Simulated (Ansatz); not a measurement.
# What CaGeS3 (model cell, started as cubic perovskite with Ge in the octahedra) distorts into, part 2 of 3

Wanted: the energy along a soft mode of CaGeS3 (model cell, started as cubic perovskite with Ge in the octahedra) and the structure at the end.

Ansatz 0.2.0; DFT PBEsol, scalar-relativistic, plane waves, PAW; PAW set soft_1.

So far, highest frequency on the path or at a solved wavevector (cm⁻¹): step 2 (response at finite wavevector) 376. Also lowest frequency on the path (cm⁻¹): step 2 -167.

The structure was built from a prototype and need not be the compound's stable phase.

## (3) The mode frozen in, largest atomic shift 0 Å

The mode followed lies at q = (0.25, -0.5, -0.5) with frequency 167.1i cm⁻¹ and is 2-fold degenerate, the softest among the wavevectors solved. At small amplitude the distorted cell has space group no. 74 by a symmetry search on the positions. The undistorted cell that holds it gives the zero of energy on the same k mesh.

System of this step: CaGeS3 (model cell, started as cubic perovskite with Ge in the octahedra). It takes space group Pm-3m (No. 221, cubic). The conventional cell has a = 4.701 Å, b = 4.701 Å, c = 4.701 Å, α = 90.00°, β = 90.00°, γ = 90.00°. Nearest to Ca lie 12 S at 3.32 Å. Nearest to Ge lie 6 S at 2.35 Å. Nearest to S lie 2 Ge at 2.35 Å and 4 Ca at 3.32 Å. Nearest to S lie 2 Ge at 2.35 Å and 4 Ca at 3.32 Å. Farther neighbours and most contacts between anions are not listed.

Contents of input.yaml:

```yaml
crystal:
  lattice:
    - [0.0, -4.7007771819, -4.7007771819]
    - [0.0, -4.7007771819, 4.7007771819]
    - [-9.4015543637, -4.7007771819, 0.0]
  atoms:
    - { symbol: Ca, position: [0.75, 0.75, 0.5] }
    - { symbol: Ca, position: [0.25, 0.25, 0.5] }
    - { symbol: Ca, position: [0.5, 0.5, 1.0] }
    - { symbol: Ca, position: [0.0, 0.0, 1.0] }
    - { symbol: Ge, position: [0.375, 0.875, 0.25] }
    - { symbol: Ge, position: [0.875, 0.375, 0.25] }
    - { symbol: Ge, position: [0.125, 0.625, 0.75] }
    - { symbol: Ge, position: [0.625, 0.125, 0.75] }
    - { symbol: S, position: [0.125, 0.125, 0.25] }
    - { symbol: S, position: [0.625, 0.625, 0.25] }
    - { symbol: S, position: [0.875, 0.875, 0.75] }
    - { symbol: S, position: [0.375, 0.375, 0.75] }
    - { symbol: S, position: [0.625, 0.125, 0.25] }
    - { symbol: S, position: [0.125, 0.625, 0.25] }
    - { symbol: S, position: [0.375, 0.875, 0.75] }
    - { symbol: S, position: [0.875, 0.375, 0.75] }
    - { symbol: S, position: [0.5, 0.0, 0.0] }
    - { symbol: S, position: [0.0, 0.5, 0.0] }
    - { symbol: S, position: [0.25, 0.75, 0.5] }
    - { symbol: S, position: [0.75, 0.25, 0.5] }
kpoints:
  mp_grid: { grid: [6, 6, 6] }
hamiltonian:
  xc: pbesol
  pseudopotentials: { kind: paw, azcp: { folder: soft_1 }, xc_functional: pbe }
scf:
  occupations: { method: methfessel_paxton, width: 0.2 }
output:
  forces: true
  stress: true
  eigenvalues: true
```

Launch:

```sh
$ ansatz run input.yaml --threads 4 --pin off --max-ram 16384MiB --backend cpu --events-out ev --progress --plain --runs-dir out
```

Numbers of over 12 decimals in the logs are rounded to 6 here.

Log:

```text
[...]
Crystal: 20 atoms, lattice volume = 415.498 Å³
Basis set: ecut = 420 eV, 8127 PW (Γ), exchange–correlation on 90×90×144 points (8 copies of the dense FFT grid, shifted against one another)
Bands: 104, of which v1, the nominal top of the filled ones, is band 84 counted from 1 (83 counted from 0)
Symmetry: 64 space group operations
[...]
k-points: 30 of 216
[...]
k-point 0: bands = [... 80 lower, 6.6541, 6.6541, 6.6541, 7.6024, 7.6024, 8.3874, 9.8400, 10.0302, ... 16 higher]
  k-point 1: bands = [... 80 lower, 6.3834, 7.1453, 7.1453, 7.5673, 7.6388, 7.7223, 9.9430, 9.9758, ... 16 higher]
  k-point 2: bands = [... 80 lower, 6.3145, 6.7925, 7.5225, 7.5225, 7.5423, 7.6663, 9.8165, 9.8165, ... 16 higher]
  k-point 29: bands = [... 80 lower, 6.1218, 6.2205, 7.1351, 7.4248, 8.4092, 8.4713, 8.8394, 9.2837, ... 16 higher]
[key lines of the parts left out:]
SCF converged after 10 iterations
Free energy (F): -34821.171863 eV
Fermi energy:    7.173995 eV
P = ⅓ Tr σ = 0.0966 GPa (0.966 kbar)
```

Run time: 37 s. Hardware: 4 threads of Arm Neoverse V1, shared host; peak memory 1.7 GiB.

This step gave:

```
pressure                         : 0.09655 GPa
energy from the undistorted cell : 0 meV/atom
```

The run ends at a pressure of 0.10 GPa.

## (4) The mode frozen in, largest atomic shift 0.6 Å

The atoms are moved along the unstable eigenvector, the largest shift by 0.6 Å, with the cell fixed.

Contents of input.yaml:

```yaml
crystal:
  lattice:
    - [0.0, -4.7007771819, -4.7007771819]
    - [0.0, -4.7007771819, 4.7007771819]
    - [-9.4015543637, -4.7007771819, 0.0]
  atoms:
    - { symbol: Ca, position: [0.7616469835, 0.75, 0.5] }
    - { symbol: Ca, position: [0.2383530165, 0.25, 0.5] }
    - { symbol: Ca, position: [0.4883530165, 0.5, 1.0] }
    - { symbol: Ca, position: [0.0116469835, 0.0, 1.0] }
    - { symbol: Ge, position: [0.3825948559, 0.875, 0.25] }
    - { symbol: Ge, position: [0.8674051441, 0.375, 0.25] }
    - { symbol: Ge, position: [0.125, 0.625, 0.75] }
    - { symbol: Ge, position: [0.625, 0.125, 0.75] }
    - { symbol: S, position: [0.125, 0.125, 0.25] }
    - { symbol: S, position: [0.625, 0.625, 0.25] }
    - { symbol: S, position: [0.8494329176, 0.8494329176, 0.8011341647] }
    - { symbol: S, position: [0.4005670824, 0.4005670824, 0.6988658353] }
    - { symbol: S, position: [0.625, 0.125, 0.25] }
    - { symbol: S, position: [0.125, 0.625, 0.25] }
    - { symbol: S, position: [0.4005670824, 0.9005670824, 0.6988658353] }
    - { symbol: S, position: [0.8494329176, 0.3494329176, 0.8011341647] }
    - { symbol: S, position: [0.4097459734, 0.0, 0.0] }
    - { symbol: S, position: [0.0902540266, 0.5, 0.0] }
    - { symbol: S, position: [0.1597459734, 0.75, 0.5] }
    - { symbol: S, position: [0.8402540266, 0.25, 0.5] }
kpoints:
  mp_grid: { grid: [6, 6, 6] }
hamiltonian:
  xc: pbesol
  pseudopotentials: { kind: paw, azcp: { folder: soft_1 }, xc_functional: pbe }
scf:
  occupations: { method: methfessel_paxton, width: 0.2 }
output:
  forces: true
  stress: true
  eigenvalues: true
```

Log:

```text
[...]
Crystal: 20 atoms, lattice volume = 415.498 Å³
Basis set: ecut = 420 eV, 8127 PW (Γ), exchange–correlation on 90×90×144 points (8 copies of the dense FFT grid, shifted against one another)
Bands: 104, of which v1, the nominal top of the filled ones, is band 84 counted from 1 (83 counted from 0)
Symmetry: 8 space group operations
[...]
k-points: 46 of 216
[...]
k-point 0: bands = [... 80 lower, 6.7044, 6.7365, 6.8047, 7.3091, 7.3104, 7.4667, 9.2718, 9.6736, ... 16 higher]
  k-point 1: bands = [... 80 lower, 6.6633, 6.8089, 7.0669, 7.3166, 7.4047, 7.4751, 9.2807, 9.6627, ... 16 higher]
  k-point 2: bands = [... 80 lower, 6.4301, 6.5876, 7.3235, 7.4104, 7.4947, 7.6953, 9.3383, 9.5186, ... 16 higher]
  k-point 45: bands = [... 80 lower, 6.1622, 6.4276, 6.8631, 7.0043, 8.4267, 8.5301, 8.8629, 8.9585, ... 16 higher]
[key lines of the parts left out:]
SCF converged after 12 iterations
Free energy (F): -34822.505631 eV
Fermi energy:    7.120951 eV
P = ⅓ Tr σ = -0.0090 GPa (-0.090 kbar)
```

It took 77 s on 4 threads; peak memory 2 GiB.

This step gave:

```yaml
pressure: -0.008977 GPa
energy_from_the_undistorted_cell: -66.75 meV/atom
```

The energy, extrapolated to zero smearing, is -66.75 meV/atom against the undistorted cell.

The run ends at a pressure of -0.01 GPa, with forces up to 1.0 eV/Å.

## (5) Energy along the mode, all amplitudes (two of the runs are shown above)

An imaginary frequency means negative curvature, so the energy should fall and then rise again as anharmonic terms take over.

Numbers from this step:

```yaml
depth_at_the_lowest_point_sampled: 66.75 meV/atom
largest_atomic_shift_at_that_point: 0.6 Å
```

The energy from the parent by largest atomic shift:

```
largest atomic shift (Å)  energy from the parent (meV/atom)
                   0.000                                  0
                   0.040                             -0.768
                   0.080                              -3.03
                   0.140                              -9.00
                   0.220                              -20.8
                   0.320                              -38.7
                   0.450                              -60.0
                   0.600                              -66.7
```

Displacement at unit largest shift by atom:

```
atom   x (Å)   y (Å)   z (Å)   size
 Ca1   0.000  -0.091  -0.091  0.129
 Ca2   0.000   0.091   0.091  0.129
 Ca3   0.000   0.091   0.091  0.129
 Ca4   0.000  -0.091  -0.091  0.129
 Ge5   0.000  -0.060  -0.060  0.085
 Ge6   0.000   0.060   0.060  0.085
 Ge7   0.000   0.000   0.000  0.000
 Ge8   0.000   0.000   0.000  0.000
  S9   0.000   0.000   0.000  0.000
 S10   0.000   0.000   0.000  0.000
 S11  -0.801   0.000   0.000  0.801
 S12   0.801   0.000   0.000  0.801
 S13   0.000   0.000   0.000  0.000
 S14   0.000   0.000   0.000  0.000
 S15   0.801   0.000   0.000  0.801
 S16  -0.801   0.000   0.000  0.801
 S17   0.000   0.707   0.707  1.000
 S18   0.000  -0.707  -0.707  1.000
 S19   0.000   0.707   0.707  1.000
 S20   0.000  -0.707  -0.707  1.000
```

The lowest of the steps tried is the last one, at 0.6 Å, 66.7 meV/atom below the parent; the bottom of the well need not coincide with a step.

(Continued in part 3 of 3.)

[Logs are printed without paths, hosts, clocks, repeated set-up lines and the standing remarks that a program may print on its own settings, such as how far it seeks lower states.]

[Hosts, paths, dates, database ids (printed as entryN), source tags and the programs' standing remarks are cut or masked in the printed files.]
